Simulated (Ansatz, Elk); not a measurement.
# Bonding as seen by X-rays: Co2Ge2Bi

Structure refinements treat a crystal as free atoms side by side. For a made-up structure of Co2Ge2Bi (cell and positions from a PBEsol relaxation) the runs below show what the calculated density changes in F(hkl).

Program: Elk 11.2.3 (patched build). Level of theory: DFT, PBE, all-electron APW+lo, Dirac cores, scalar-relativistic bands, static density, no spin. Results are calculated unless marked as measured.

This account leaves out most program logs.

The structure was built from a prototype and need not be the compound's stable phase.

## (1) The starting structure

It takes space group I4/mmm (No. 139, tetragonal). The conventional cell has a = 4.110 Å, b = 4.110 Å, c = 9.481 Å, α = 90.00°, β = 90.00°, γ = 90.00°. Bi has 8 Co at 3.14 Å and 10 Ge at 3.17 to 3.48 Å nearest. Nearest to Ge lie 4 Co at 2.34 Å and 1 Ge at 2.52 Å and 5 Bi at 3.17 to 3.48 Å. Co has 4 Ge at 2.34 Å and 4 Co at 2.91 Å and 4 Bi at 3.14 Å nearest. Farther neighbours are not listed.

## (2) Ground state and structure factors

An all-electron density is needed, since X-rays see the cores too. Task 0 finds the density and task 195 Fourier-transforms it; tshift is off so that phases refer to the origin typed.

File elk.in:

```
tasks
  0
  195

xctype
  20

spinpol
  .false.

rgkmax
  7.0

gmaxvr
  14.0

lmaxo
  7

lmaxapw
  8

swidth
  0.002

tshift
  .false.

ramdisk
  .false.

hmaxvr
  5.5

maxscl
  120

epspot
  1e-06

sppath
  './'

avec
  -3.88300023351 3.88300023351 8.95823387954
  3.88300023351 -3.88300023351 8.95823387954
  3.88300023351 3.88300023351 -8.95823387954

atoms
  3
  'Bi.in'
  1
  0.0000000000 0.0000000000 -0.0000000000   0.000000 0.000000 0.000000
  'Ge.in'
  2
  0.6327369591 0.6327369591 0.0000000000   0.000000 0.000000 0.000000
  0.3672630409 0.3672630409 0.0000000000   0.000000 0.000000 0.000000
  'Co.in'
  2
  0.7500000000 0.2500000000 0.5000000000   0.000000 0.000000 0.000000
  0.2500000000 0.7500000000 0.5000000000   0.000000 0.000000 0.000000

ngridk
  8 8 8
```

Started as:

```console
OMP_NUM_THREADS=4 elk
```

Wall time 63 s (4 threads of Arm Neoverse V2, shared host); peak memory 0.23 GiB.

SFACRHO.OUT:

```text

h k l indices transformed by vhmat matrix:
   1.000000000       0.000000000       0.000000000    
   0.000000000       1.000000000       0.000000000    
   0.000000000       0.000000000       1.000000000    

      h      k      l  multipl.   |H|            Re(F)            Im(F)           |F|

      0      0      0      1   0.0000000       201.00000      0.11204781E-15   201.00000    
      1      1     -1      2  0.70138661       22.463600     -0.56236828E-14   22.463600    
      1      0      0      8  0.88179878       37.639520     -0.74978624E-14   37.639520    
      1     -1      0      4   1.1441882       81.226476     -0.38358335E-15   81.226476    
      1      2     -1      8   1.3271983       111.23007      0.18744656E-13   111.23007    
      0     -2      1      8   1.3420543       107.23017     -0.16138509E-14   107.23017    
     -2     -2      2      2   1.4027732       61.378285      0.32205041E-13   61.378285    
     -1      1     -1      4   1.6181264       153.57440      0.55872054E-14   153.57440    
      0      2     -2      8   1.7635976       23.093916     -0.16742053E-13   23.093916    
      1      3     -2      8   1.8102318      -17.428362     -0.57625489E-13   17.428362    
     -2      1      0     16   1.8427974       33.526606      -0.0000000       33.526606    
     -2     -3      2      8   1.9311210       86.067822     -0.14995725E-13   86.067822    
     -2     -1      3     16   2.0927944       95.865912     -0.14995725E-13   95.865912    
     -3     -3      3      2   2.1041598       39.674728     -0.24066283E-14   39.674728    
      1      3     -3      8   2.1415195       52.852563     -0.93515056E-14   52.852563    
     -2      2      0      4   2.2883763       133.12609      0.47762275E-15   133.12609    
      1      1     -3      8   2.3934514       22.762746     -0.15454000E-13   22.762746    
     -2     -4      3      8   2.3951316       101.30586     -0.22850028E-13   101.30586
```

Elk indexes on the primitive cell of elk.in and gives |H| = 4π sin θ/λ in inverse bohr. Below, one row stands for each form hkl of the conventional cell (m members, Friedel mates merged), F is for one primitive cell and the density is static (no thermal factor). Free-atom factors are Waasmaier and Kirfel's, and R is Σm||F|−|F'||/Σm|F|.

| hkl | m | sin θ/λ (Å⁻¹) | abs F, DFT | neutral atoms | diff. |
| --- | --- | --- | --- | --- | --- |
| 002 | 2 | 0.105 | 22.464 | 23.227 | -0.763 |
| 101 | 8 | 0.133 | 37.639 | 37.910 | -0.271 |
| 110 | 4 | 0.172 | 81.227 | 81.567 | -0.340 |
| 103 | 8 | 0.200 | 111.230 | 111.279 | -0.049 |
| 112 | 8 | 0.202 | 107.230 | 107.172 | +0.058 |
| 004 | 2 | 0.211 | 61.378 | 61.365 | +0.014 |
| 200 | 4 | 0.243 | 153.574 | 153.983 | -0.409 |
| 202 | 8 | 0.265 | 23.094 | 22.791 | +0.303 |
| 114 | 8 | 0.272 | 17.428 | 18.005 | -0.577 |
| 211 | 16 | 0.277 | 33.527 | 33.352 | +0.174 |
| 105 | 8 | 0.290 | 86.068 | 86.317 | -0.250 |
| 213 | 16 | 0.315 | 95.866 | 96.137 | -0.271 |
| 006 | 2 | 0.316 | 39.675 | 39.300 | +0.375 |
| 204 | 8 | 0.322 | 52.853 | 52.758 | +0.095 |
| 220 | 4 | 0.344 | 133.126 | 133.401 | -0.275 |
| 222 | 8 | 0.360 | 22.763 | 22.585 | +0.178 |
| 116 | 8 | 0.360 | 101.306 | 101.489 | -0.183 |
| 301 | 8 | 0.369 | 30.798 | 30.755 | +0.043 |
| 215 | 16 | 0.379 | 77.248 | 77.240 | +0.008 |
| 310 | 8 | 0.385 | 65.197 | 65.299 | -0.102 |
| 107 | 8 | 0.389 | 21.410 | 21.323 | +0.087 |
| 303 | 8 | 0.398 | 86.311 | 86.355 | -0.044 |

## (3) The highest occupied states alone

An energy window below the Fermi level keeps the highest occupied states, to see at which angles they scatter; shallow core shells can lie inside it and anion s states outside. No new self-consistency is needed.

elk.in: that of step 2 with these lines changed.

```diff
@@ -1,3 +1,2 @@
 tasks
-  0
   195
@@ -40,2 +39,5 @@
 
+wsfac
+  -0.035060 0.632430
+
 sppath
```

Started as:

```console
OMP_NUM_THREADS=4 elk
```

It took 12 s on 4 threads; peak memory 0.13 GiB; 17 s of CPU time.

States within 10 eV below the Fermi level hold 28.46 electrons; any levels below the window count with the cores, and a count that is not whole means the window cuts a band. Their amplitudes can exceed the total, where window and core parts have opposite phase:

| hkl | sin θ/λ (Å⁻¹) | abs F, window | abs F, all |
| --- | --- | --- | --- |
| 002 | 0.105 | 13.675 | 22.464 |
| 101 | 0.133 | 1.021 | 37.639 |
| 110 | 0.172 | 9.189 | 81.227 |
| 103 | 0.200 | 0.958 | 111.230 |
| 112 | 0.202 | 9.783 | 107.230 |
| 004 | 0.211 | 8.704 | 61.378 |
| 200 | 0.243 | 8.163 | 153.574 |
| 202 | 0.265 | 7.305 | 23.094 |
| 114 | 0.272 | 6.990 | 17.428 |
| 211 | 0.277 | 0.016 | 33.527 |

## (4) Another functional

The difference from free atoms is small, so it is set against the change that LDA (Perdew-Wang) makes.

elk.in: that of step 3 with these lines changed.

```diff
@@ -1,2 +1,3 @@
 tasks
+  0
   195
@@ -4,3 +5,3 @@
 xctype
-  20
+  3
 
@@ -39,5 +40,2 @@
 
-wsfac
-  -0.035060 0.632430
-
 sppath
```

Started as:

```console
OMP_NUM_THREADS=4 elk
```

Run time: 36 s. Hardware: 4 threads; peak memory 0.18 GiB; 2 min of CPU time.

Against the first run R = 0.03 %; the largest change is -0.070 at 220.

## (5) A coarser k-mesh

About half the k-points along each axis test the sampling.

elk.in: that of step 4 with these lines changed.

```diff
@@ -5,3 +5,3 @@
 xctype
-  3
+  20
 
@@ -63,2 +63,2 @@
 ngridk
-  8 8 8
+  4 4 4
```

Started as:

```console
OMP_NUM_THREADS=4 elk
```

It took 28 s on 4 threads; peak memory 0.22 GiB; 67 s of CPU time.

Against the first run R = 0.01 %; the largest change is -0.017 at 002.

## (6) Settings against the effect

| run | R against the first run (%) | R against neutral atoms, low angle (%) | wall time |
| --- | --- | --- | --- |
| PBE, rgkmax 7 | 0.00 | 0.41 | 63 s |
| LDA (Perdew-Wang) | 0.03 | 0.41 | 36 s |
| k-mesh 4×4×4 | 0.01 | 0.41 | 28 s |

## (7) What came out

```json
{
 "R against neutral atoms, sin θ/λ < 0.3 Å⁻¹": "0.41 %",
 "R against neutral atoms, 0.3 to 0.83 Å⁻¹": "0.12 %"
}
```

What this shows: Independent neutral atoms miss the calculated amplitudes by R = 0.41 % below 0.3 Å⁻¹ and 0.12 % from there to 0.83 Å⁻¹; by shells, 1.07 % below 0.15 Å⁻¹ (2 forms), 0.36 % 0.15 to 0.3 (9 forms), 0.16 % 0.3 to 0.45 (17 forms), 0.11 % above 0.45 (111 forms). Bonding, aspherical density and the tables' own atoms all enter these figures, and the runs don't part them. The largest change of an amplitude is -0.76 electrons, at 002. The window's part falls from 28.5 electrons at the origin to at most 2.93 between 0.45 and 0.83 Å⁻¹, where compact states inside the window still scatter. Below 0.3 Å⁻¹ the changes that finished (LDA (Perdew-Wang) and k-mesh 4×4×4) move F by R = 0.01 % at most, against the 0.41 % that separates it from free atoms. The basis has no finished test. These runs have no spin, though d or f shells may be open. Spin-orbit coupling is left out, which can matter for elements this heavy. Part of the difference isn't bonding: the tables are fits to free atoms and ions calculated by other methods than this functional. Thermal motion, anomalous dispersion and extinction are left out.

[Logs are printed without paths, hosts, clocks, repeated set-up lines and the standing remarks that a program may print on its own settings, such as how far it seeks lower states.]

[Hosts, paths, dates, database ids (printed as entryN), source tags and the programs' standing remarks are cut or masked in the printed files.]
